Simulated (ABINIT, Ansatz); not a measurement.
**CsSbSe3 (Pm-3m): zone-centre phonons**

Aim: the zone-centre modes of CsSbSe3 (Pm-3m).

Main program and level: ABINIT 10.8.3; DFT PBE, scalar-relativistic, plane waves, SG15 norm-conserving pseudopotentials.

The structure was built from a prototype and need not be the compound's stable phase.

## Step 1: The structure

It takes space group Pm-3m (No. 221, cubic). Conventional cell: a = 5.486 Å, b = 5.486 Å, c = 5.486 Å, α = 90.00°, β = 90.00°, γ = 90.00°. Nearest to Cs lie 12 Se at 3.88 Å. Nearest to Sb lie 6 Se at 2.74 Å. Nearest to Se lie 2 Sb at 2.74 Å and 4 Cs at 3.88 Å. Farther neighbours and most contacts between anions are not listed.

## Step 2: Relaxation

The harmonic expansion needs vanishing forces, and a free crystal bears no stress, so cell and atoms are brought to rest. Stress is more sensitive to the basis than forces are: the last 3 Ha under the cutoff are smoothed with ecutsm, and the cutoff is raised above that of the later runs.

The starting cell comes from a relaxation made beforehand in Ansatz (PBE, PseudoDojo NC).

Contents of relax.abi:

```
# relaxation
ionmov 2
optcell 2
dilatmx 1.08
ntime 40
tolmxf 1.0d-05
tolvrs 1.0d-14
prtwf 0
prtden 0
chksymtnons 0

# basis, mesh and filling
ecut 38.0
ecutsm 3.0
ngkpt 4 4 4
nshiftk 1
shiftk 0.0 0.0 0.0
istwfk *1
occopt 6
tsmear 0.01
nband 30
nstep 100
diemac 1000000.0
prtebands 0
prtgsr 0
useylm 1

# cell and atoms
acell 10.36684022 10.36684022 10.36684022
rprim 
    1.0 0.0 0.0
    0.0 1.0 0.0
    0.0 0.0 1.0
ntypat 3
znucl 55 51 34
natom 5
typat 1 2 3 3 3
xred 
    0.0 0.0 0.0
    0.5 0.5 0.5
    0.5 0.5 0.0
    0.5 0.0 0.5
    0.0 0.5 0.5
pp_dirpath "./pseudo"
pseudos "Cs.upf, Sb.upf, Se.upf"
```

Launch:

```bash
OMP_NUM_THREADS=1 mpirun -n 4 abinit relax.abi > relax.log
```

Numbers of over 12 decimals in the logs are rounded to 6 here.

relax.abo, the main output file:

```text
[banners, grids, parts of the stress and lines that vanish by symmetry left out]
- input  file    -> relax.abi
- output file    -> relax.abo
- root for input  files -> relaxi
[...]
Symmetries : space group Pm -3 m (#221); Bravais cP (primitive cubic)
[...]
mpw =       15800          nfft =      262144          nkpt =          10
[...]
== DATASET  1 ==================================================================
[...]
cutoff_energies: {ecut:  38.0, pawecutdg:  -1.0, }
[...]
ETOT  1  -119.05854660246    -1.191E+02 4.988E-02 7.501E+02
 ETOT  2  -119.14207775660    -8.353E-02 9.430E-03 5.465E+01
 ETOT  3  -119.14723820857    -5.160E-03 9.426E-03 1.682E+01
 ETOT  4  -119.14779136203    -5.532E-04 3.990E-02 2.496E+00
 ETOT  5  -119.14797079765    -1.794E-04 5.310E-03 8.381E-01
[...]
At SCF step   14       vres2   =  1.56E-16 < tolvrs=  1.00E-14 =>converged.
[...]
sigma(1 1)=  9.98193723E-06  sigma(3 2)=  0.00000000E+00
  sigma(2 2)=  9.98193723E-06  sigma(3 1)=  0.00000000E+00
  sigma(3 3)=  9.98193723E-06  sigma(2 1)=  0.00000000E+00
[...]
convergence: {deltae:  2.021E-11, res2:  1.563E-16, residm:  1.359E-05, diffor: null, }
etotal    :  -1.19148022E+02
[...]
ETOT  1  -119.14796075726    -1.191E+02 5.094E-06 1.071E+00
[...]
At SCF step   12       vres2   =  3.49E-16 < tolvrs=  1.00E-14 =>converged.
[...]
sigma(1 1)=  9.07706159E-06  sigma(3 2)=  0.00000000E+00
  sigma(2 2)=  9.07706159E-06  sigma(3 1)=  0.00000000E+00
  sigma(3 3)=  9.07706159E-06  sigma(2 1)=  0.00000000E+00
[...]
convergence: {deltae:  1.663E-12, res2:  3.495E-16, residm:  1.401E-08, diffor: null, }
etotal    :  -1.19148031E+02
[...]
ETOT  1  -119.14005746436    -1.191E+02 1.039E-03 1.179E+02
[...]
At SCF step   13       vres2   =  2.58E-16 < tolvrs=  1.00E-14 =>converged.
[...]
sigma(1 1)= -1.83734179E-07  sigma(3 2)=  0.00000000E+00
  sigma(2 2)= -1.83734179E-07  sigma(3 1)=  0.00000000E+00
  sigma(3 3)= -1.83734179E-07  sigma(2 1)=  0.00000000E+00
[...]
convergence: {deltae: -1.008E-11, res2:  2.583E-16, residm:  1.099E-10, diffor: null, }
etotal    :  -1.19148076E+02
[...]
ETOT  1  -119.14807332637    -1.191E+02 1.030E-08 3.887E-02
[...]
ETOT 10  -119.14807582969     4.690E-12 1.965E-12 5.268E-14
 ETOT 11  -119.14807582969    -3.510E-12 1.792E-13 4.338E-16
 At SCF step   11       vres2   =  4.34E-16 < tolvrs=  1.00E-14 =>converged.
[...]
sigma(1 1)=  3.31982560E-09  sigma(3 2)=  0.00000000E+00
  sigma(2 2)=  3.31982560E-09  sigma(3 1)=  0.00000000E+00
  sigma(3 3)=  3.31982560E-09  sigma(2 1)=  0.00000000E+00
[...]
convergence: {deltae: -3.510E-12, res2:  4.338E-16, residm:  1.792E-13, diffor: null, }
etotal    :  -1.19148076E+02
[...]
At Broyd/MD step   4, gradients are converged :
[...]
sigma(1 1)=  3.31982560E-09  sigma(3 2)=  0.00000000E+00
  sigma(2 2)=  3.31982560E-09  sigma(3 1)=  0.00000000E+00
  sigma(3 3)=  3.31982560E-09  sigma(2 1)=  0.00000000E+00
[...]
- sigma(1 1)=  9.76726413E-05  sigma(3 2)=  0.00000000E+00
- sigma(2 2)=  9.76726412E-05  sigma(3 1)=  0.00000000E+00
- sigma(3 3)=  9.76726412E-05  sigma(2 1)=  0.00000000E+00
[...]
fcart     -0.0000000000E+00 -0.0000000000E+00 -0.0000000000E+00
           strten      3.3198255989E-09  3.3198255967E-09  3.3198255963E-09
================================================================================

[key lines of the parts left out:]
pressure_GPa:  -9.7673E-05
Total energy (etotal) [Ha]= -1.19148075829693E+02
```

The job ended after 4.1 min (4 MPI ranks of Arm Neoverse V1, shared host; 16 min of CPU time).

Step by step:

| step | energy less that of the first step (eV) | largest force (eV/Å) | volume (Å³) |
| --- | --- | --- | --- |
| 1 | 0.0000 | 0.0000 | 165.10 |
| 2 | -0.0003 | 0.0000 | 164.95 |
| 3 | -0.0015 | 0.0000 | 163.48 |
| 4 | -0.0015 | 0.0000 | 163.51 |

| conventional cell, symmetrised | before | after | change |
| --- | --- | --- | --- |
| a (Å) | 5.486 | 5.468 | -0.3 % |
| b (Å) | 5.486 | 5.468 | -0.3 % |
| c (Å) | 5.486 | 5.468 | -0.3 % |
| volume (Å³/atom) | 33.02 | 32.70 | -1.0 % |

Numbers from this step:

* volume per atom: 32.70 Å³
* pressure: -9.77e-5 GPa
* gap on the k-mesh: 0 eV

The volume changes by -1.0 % from the cell with which this run began.

## Step 3: Self-consistent run for the response

The response is built on these wavefunctions, so the potential is converged far more tightly than an energy would need. Occupations are smeared.

Contents of gs.abi:

```
# ground state
tolvrs 1.0d-16
prtden 1
prtwf 1

# basis, mesh and filling
ecut 30.0
ngkpt 4 4 4
nshiftk 1
shiftk 0.0 0.0 0.0
istwfk *1
occopt 6
tsmear 0.01
nband 30
nstep 100
diemac 1000000.0
prtebands 0
prtgsr 0
useylm 1

# cell and atoms
acell 10.33350655 10.33350655 10.33350655
rprim 
    1.0 0.0 0.0
    0.0 1.0 0.0
    0.0 0.0 1.0
ntypat 3
znucl 55 51 34
natom 5
typat 1 2 3 3 3
xred 
    0.0 0.0 0.0
    0.5 0.5 0.5
    0.5 0.5 0.0
    0.5 0.0 0.5
    0.0 0.5 0.5
pp_dirpath "./pseudo"
pseudos "Cs.upf, Sb.upf, Se.upf"
```

Launch:

```bash
OMP_NUM_THREADS=1 mpirun -n 4 abinit gs.abi > gs.log
```

gs.abo, the main output file:

```text
[banners, grids, parts of the stress and lines that vanish by symmetry left out]
- input  file    -> gs.abi
- output file    -> gs.abo
- root for input  files -> gsi
[...]
Symmetries : space group Pm -3 m (#221); Bravais cP (primitive cubic)
[...]
mpw =        8722          nfft =      157464          nkpt =          10
[...]
== DATASET  1 ==================================================================
[...]
cutoff_energies: {ecut:  30.0, pawecutdg:  -1.0, }
[...]
ETOT  1  -119.05788029672    -1.191E+02 2.701E-02 4.465E+02
 ETOT  2  -119.14238024879    -8.450E-02 2.020E-02 3.245E+01
 ETOT  3  -119.14734184929    -4.962E-03 2.175E-03 9.748E+00
 ETOT  4  -119.14789287057    -5.510E-04 1.670E-03 1.099E+00
 ETOT  5  -119.14801423902    -1.214E-04 5.542E-04 4.808E-01
[...]
ETOT 13  -119.14806280923    -4.107E-12 2.468E-05 3.381E-14
 ETOT 14  -119.14806280924    -4.817E-12 4.948E-05 9.033E-17
 At SCF step   14       vres2   =  9.03E-17 < tolvrs=  1.00E-16 =>converged.
[...]
sigma(1 1)=  9.32652164E-08  sigma(3 2)=  0.00000000E+00
  sigma(2 2)=  9.32652164E-08  sigma(3 1)=  0.00000000E+00
  sigma(3 3)=  9.32652164E-08  sigma(2 1)=  0.00000000E+00
[...]
convergence: {deltae: -4.817E-12, res2:  9.033E-17, residm:  4.948E-05, diffor: null, }
etotal    :  -1.19148063E+02
[...]
sigma(1 1)=  9.32652164E-08  sigma(3 2)=  0.00000000E+00
  sigma(2 2)=  9.32652164E-08  sigma(3 1)=  0.00000000E+00
  sigma(3 3)=  9.32652164E-08  sigma(2 1)=  0.00000000E+00
[...]
- sigma(1 1)=  2.74395740E-03  sigma(3 2)=  0.00000000E+00
- sigma(2 2)=  2.74395740E-03  sigma(3 1)=  0.00000000E+00
- sigma(3 3)=  2.74395740E-03  sigma(2 1)=  0.00000000E+00
[...]
fcart     -0.0000000000E+00 -0.0000000000E+00 -0.0000000000E+00
           strten      9.3265216401E-08  9.3265216399E-08  9.3265216400E-08
================================================================================

[key lines of the parts left out:]
pressure_GPa:  -2.7440E-03
```

The job ended after 46 s (4 MPI ranks).

Read from the output:

* pressure: -0.002744 GPa

The cell stands at -0.0027 GPa, close enough for phonons.

(Part 1 of 5 ends here.)

[Host names and launcher messages were left out of these logs when they were recorded.]

[Logs are printed without paths, hosts, clocks, repeated set-up lines and the standing remarks that a program may print on its own settings, such as how far it seeks lower states.]

[Hosts, paths, dates, database ids (printed as entryN), source tags and the programs' standing remarks are cut or masked in the printed files.]
